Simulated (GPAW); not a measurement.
Consider ScCl (R-3m).

```xyz
4
Lattice="1.7365 1.0026 8.9033 -1.7365 1.0026 8.9033 0.0000 -2.0051 8.9033" Properties=species:S:1:pos:R:3 pbc="T T T"
Sc    0.0000    0.0000   21.0021
Sc    0.0000    0.0000    5.7079
Cl    0.0000    0.0000   16.2557
Cl    0.0000    0.0000   10.4543
```

Absorber: atom 3, with 3 Sc at 2.59 Å (pyramidal, site symmetry 3m). Method: GPAW, LDA, excited-electron core hole (neutral cell), 12-atom cell with 6.0 Å between holes, 4×4×3 k points, dipole transitions, Gaussian full width 0.9 eV up to 4 eV, rising linearly to 3.5 eV at 25 eV.

Predict the near-edge structure at the Cl K edge.

Main maxima up to 24 eV above the zero (height): 1.8 eV (1.38), 7.3 eV (1.97) and 18.3 eV (1.33). A K edge sees empty p states; the first features are Cl p mixed into the empty d states of the Sc neighbours, and the broad ones above probably into the cations' higher empty bands. The total-energy difference is 2825.93 eV. One term is added: -17.80 eV, since the hole is spin-paired here and a spin-polarised one costs that much less in the free atom (computed apart). The photon energy is then 2808.13 eV. The functional leaves an error in such absolute values: in the free atom LDA prices this hole 9.7 eV below PBE (computed apart), and PBE is itself good to a few eV.

The Cl K spectrum (energy from the lowest empty level; intensity scaled to a mean of 1 over the first 20 eV; polarised curves are means over the symmetry-equivalent atoms):

| E (eV) | isotropic | ε ⊥ c | ε ∥ c |
| --- | --- | --- | --- |
| -2.0 | 0.00 | 0.00 | 0.00 |
| -1.5 | 0.00 | 0.00 | 0.00 |
| -1.0 | 0.00 | 0.00 | 0.00 |
| -0.5 | 0.02 | 0.02 | 0.01 |
| 0.0 | 0.06 | 0.08 | 0.03 |
| 0.5 | 0.13 | 0.16 | 0.07 |
| 1.0 | 0.48 | 0.55 | 0.35 |
| 1.5 | 1.19 | 1.33 | 0.93 |
| 2.0 | 1.34 | 1.32 | 1.40 |
| 2.5 | 1.16 | 1.04 | 1.40 |
| 3.0 | 1.04 | 1.00 | 1.12 |
| 3.5 | 0.74 | 0.67 | 0.87 |
| 4.0 | 0.58 | 0.49 | 0.76 |
| 4.5 | 0.76 | 0.72 | 0.84 |
| 5.0 | 0.97 | 0.97 | 0.98 |
| 5.5 | 0.98 | 0.93 | 1.10 |
| 6.0 | 1.13 | 1.01 | 1.37 |
| 6.5 | 1.53 | 1.42 | 1.76 |
| 7.0 | 1.91 | 1.92 | 1.90 |
| 7.5 | 1.93 | 2.10 | 1.57 |
| 8.0 | 1.71 | 1.97 | 1.19 |
| 8.5 | 1.49 | 1.73 | 1.01 |
| 9.0 | 1.23 | 1.39 | 0.91 |
| 9.5 | 0.93 | 1.00 | 0.78 |
| 10.0 | 0.69 | 0.71 | 0.65 |
| 10.5 | 0.56 | 0.56 | 0.55 |
| 11.0 | 0.52 | 0.51 | 0.53 |
| 11.5 | 0.55 | 0.53 | 0.58 |
| 12.0 | 0.60 | 0.58 | 0.65 |
| 12.5 | 0.64 | 0.62 | 0.69 |
| 13.0 | 0.68 | 0.66 | 0.71 |
| 13.5 | 0.71 | 0.70 | 0.73 |
| 14.0 | 0.75 | 0.76 | 0.75 |
| 14.5 | 0.81 | 0.80 | 0.81 |
| 15.0 | 0.87 | 0.84 | 0.91 |
| 15.5 | 0.94 | 0.88 | 1.05 |
| 16.0 | 1.02 | 0.92 | 1.22 |
| 16.5 | 1.11 | 0.98 | 1.37 |
| 17.0 | 1.20 | 1.06 | 1.48 |
| 17.5 | 1.27 | 1.16 | 1.50 |
| 18.0 | 1.32 | 1.26 | 1.43 |
| 18.5 | 1.32 | 1.34 | 1.29 |
| 19.0 | 1.29 | 1.37 | 1.14 |
| 19.5 | 1.23 | 1.34 | 1.01 |
| 20.0 | 1.15 | 1.27 | 0.92 |
| 20.5 | 1.08 | 1.17 | 0.89 |
| 21.0 | 1.01 | 1.08 | 0.88 |
| 21.5 | 0.96 | 1.01 | 0.88 |
| 22.0 | 0.93 | 0.95 | 0.88 |
| 22.5 | 0.90 | 0.92 | 0.87 |
| 23.0 | 0.89 | 0.90 | 0.88 |
| 23.5 | 0.89 | 0.89 | 0.89 |
| 24.0 | 0.90 | 0.89 | 0.91 |
| 24.5 | 0.91 | 0.89 | 0.94 |
| 25.0 | 0.92 | 0.89 | 0.97 |
| 25.5 | 0.93 | 0.89 | 1.01 |
| 26.0 | 0.95 | 0.90 | 1.06 |
| 26.5 | 0.98 | 0.91 | 1.12 |
| 27.0 | 1.01 | 0.93 | 1.18 |
| 27.5 | 1.05 | 0.96 | 1.23 |
| 28.0 | 1.09 | 0.99 | 1.29 |
| 28.5 | 1.13 | 1.03 | 1.33 |
| 29.0 | 1.17 | 1.08 | 1.36 |
| 29.5 | 1.21 | 1.12 | 1.37 |
| 30.0 | 1.24 | 1.17 | 1.37 |
| 30.5 | 1.26 | 1.22 | 1.35 |
| 31.0 | 1.28 | 1.26 | 1.32 |
| 31.5 | 1.29 | 1.29 | 1.28 |
| 32.0 | 1.28 | 1.31 | 1.23 |

The unit cell's mesh shows no gap over 0.35 eV. That is right for a metallic compound; for a small-gap or correlated insulator it would be the fault of the functional or of the assumed magnetic order, and the hole would be screened too well. The holes are only 6.0 Å apart, so the shape is probably not converged with cell size; no larger cell was run here. The mesh is coarse (0.31 Å⁻¹ between points), so small maxima may be mesh ripples. Lifetime broadening is put in by hand, and intensities beyond about 20 eV depend on it and on the partial waves. The structure is a published determination, not relaxed.

[Banner, clock and machine lines of the logs are left out without a mark of their own.]

[Logs are printed without paths, hosts, clocks, repeated set-up lines and the standing remarks that a program may print on its own settings, such as how far it seeks lower states.]

[Hosts, paths, dates, database ids (printed as entryN), source tags and the programs' standing remarks are cut or masked in the printed files.]

[Lists of maxima count a maximum above −3 eV only where it reaches 4 % of the highest in the window and stands out from its surroundings by 2 % of it (1.5 % where it reaches 55 %); shoulders and weaker maxima are passed over, and of the rest the first, up to two pre-edge ones and the few strongest are named.]
